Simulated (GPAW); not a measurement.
Consider S on a O site in AlWO4.

```cif
data_structure
_symmetry_space_group_name_H-M 'P 1'
_symmetry_Int_Tables_number 1
_cell_length_a 6.3435
_cell_length_b 6.6435
_cell_length_c 7.2768
_cell_angle_alpha 117.160
_cell_angle_beta 115.841
_cell_angle_gamma 90.000
_cell_volume 237.87
loop_
_atom_site_label
_atom_site_type_symbol
_atom_site_fract_x
_atom_site_fract_y
_atom_site_fract_z
_atom_site_occupancy
W1 W 0.86980 0.86541 0.73848 1
W2 W 0.13059 0.12622 0.26013 1
W3 W 0.35733 0.34911 0.71400 1
W4 W 0.64268 0.63440 0.28461 1
Al5 Al 0.50079 0.05139 0.99928 1
Al6 Al 0.75068 0.24380 0.50061 1
Al7 Al 0.00020 0.48749 0.99930 1
Al8 Al 0.24938 0.74250 0.49800 1
S9 S 0.49787 0.72548 0.99930 1
O10 O 0.75060 0.96683 0.50161 1
O11 O 0.99968 0.19641 0.99928 1
O12 O 0.24812 0.46453 0.49697 1
O13 O 0.49987 0.31213 0.99927 1
O14 O 0.76033 0.52982 0.52001 1
O15 O 0.00035 0.79288 0.99926 1
O16 O 0.23940 0.00905 0.47851 1
O17 O 0.57440 0.88697 0.74517 1
O18 O 0.82850 0.14109 0.25339 1
O19 O 0.07326 0.35729 0.74630 1
O20 O 0.32634 0.61024 0.25237 1
O21 O 0.17123 0.88755 0.74514 1
O22 O 0.42538 0.14171 0.25350 1
O23 O 0.67337 0.35827 0.74675 1
O24 O 0.92590 0.61080 0.25175 1
```

Absorber: atom 9, with 1 Al at 2.17 Å and 2 W at 2.24 Å (distorted trigonal planar; the defect atom itself). Method: GPAW, LDA, excited-electron core hole (neutral cell), 24-atom cell with 6.3 Å between holes, 3×3×3 k points, dipole transitions, Gaussian full width 0.9 eV up to 4 eV, rising linearly to 3.5 eV at 25 eV, without spin-orbit coupling.

**Question.** Where do the maxima of the S K edge fall?

Main maxima up to 24 eV above the zero (height): 0.7 eV (0.39), 4.2 eV (1.77), 14.3 eV (2.02) and 23.2 eV (0.74). A K edge sees empty p states; the first features are S p mixed into the empty d states of the W neighbours, and the broad ones above probably into the cations' higher empty bands. The total-energy difference is 2472.95 eV. One term is added: -16.82 eV, since the hole is spin-paired here and a spin-polarised one costs that much less in the free atom (computed apart). The photon energy is then 2456.13 eV. The functional leaves an error in such absolute values: in the free atom LDA prices this hole 9.1 eV below PBE (computed apart), and PBE is itself good to a few eV.

The S K spectrum (energy from the bottom of the conduction band, which holds the excited electron; intensity scaled to a mean of 1 over the first 20 eV):

```csv
E (eV),isotropic,ε ∥ x,ε ∥ y,ε ∥ z
-2.0,0.00,0.00,0.00,0.00
-1.5,0.00,0.00,0.00,0.00
-1.0,0.00,0.00,0.00,0.00
-0.5,0.04,0.10,0.01,0.00
0.0,0.21,0.58,0.04,0.01
0.5,0.37,1.04,0.05,0.02
1.0,0.38,1.05,0.05,0.04
1.5,0.37,0.93,0.13,0.05
2.0,0.37,0.75,0.31,0.04
2.5,0.24,0.40,0.29,0.02
3.0,0.10,0.09,0.10,0.12
3.5,0.55,0.01,0.15,1.49
4.0,1.67,0.03,0.74,4.23
4.5,1.34,0.06,1.22,2.74
5.0,0.51,0.12,0.78,0.63
5.5,0.44,0.16,0.68,0.47
6.0,0.54,0.13,1.05,0.44
6.5,0.67,0.18,1.46,0.36
7.0,0.74,0.34,1.54,0.36
7.5,0.73,0.56,1.27,0.37
8.0,0.72,0.78,0.99,0.40
8.5,0.76,0.90,0.91,0.49
9.0,0.78,0.85,0.86,0.63
9.5,0.81,0.75,0.83,0.85
10.0,0.95,0.86,0.88,1.12
10.5,1.19,1.18,0.98,1.40
11.0,1.39,1.48,1.09,1.61
11.5,1.50,1.61,1.20,1.69
12.0,1.54,1.61,1.38,1.62
12.5,1.59,1.60,1.69,1.48
13.0,1.72,1.56,2.19,1.39
13.5,1.88,1.45,2.78,1.41
14.0,2.00,1.28,3.16,1.56
14.5,2.00,1.16,3.09,1.75
15.0,1.89,1.17,2.61,1.88
15.5,1.69,1.26,1.99,1.83
16.0,1.48,1.33,1.47,1.64
16.5,1.28,1.31,1.15,1.39
17.0,1.12,1.19,0.98,1.19
17.5,1.00,1.02,0.89,1.07
18.0,0.89,0.86,0.81,1.00
18.5,0.81,0.74,0.74,0.94
19.0,0.74,0.66,0.69,0.87
19.5,0.70,0.62,0.65,0.81
20.0,0.67,0.62,0.63,0.76
20.5,0.66,0.64,0.63,0.71
21.0,0.67,0.69,0.63,0.68
21.5,0.69,0.76,0.63,0.66
22.0,0.71,0.83,0.64,0.65
22.5,0.73,0.89,0.65,0.64
23.0,0.74,0.94,0.66,0.63
23.5,0.74,0.96,0.66,0.61
24.0,0.72,0.94,0.65,0.59
24.5,0.69,0.90,0.63,0.56
25.0,0.65,0.82,0.60,0.53
25.5,0.60,0.73,0.57,0.50
26.0,0.56,0.64,0.55,0.48
26.5,0.52,0.56,0.54,0.46
27.0,0.50,0.50,0.55,0.45
27.5,0.49,0.46,0.57,0.43
```

In so small a cell the defects form an ordered array, and no site is far from one. The holes are only 6.3 Å apart, so the shape is probably not converged with cell size; no larger cell was run here. The mesh is coarse (0.38 Å⁻¹ between points), so small maxima may be mesh ripples.

[Banner, clock and machine lines of the logs are left out without a mark of their own.]

[Logs are printed without paths, hosts, clocks, repeated set-up lines and the standing remarks that a program may print on its own settings, such as how far it seeks lower states.]

[Hosts, paths, dates, database ids (printed as entryN), source tags and the programs' standing remarks are cut or masked in the printed files.]

[Lists of maxima count a maximum above −3 eV only where it reaches 4 % of the highest in the window and stands out from its surroundings by 2 % of it (1.5 % where it reaches 55 %); shoulders and weaker maxima are passed over, and of the rest the first, up to two pre-edge ones and the few strongest are named.]
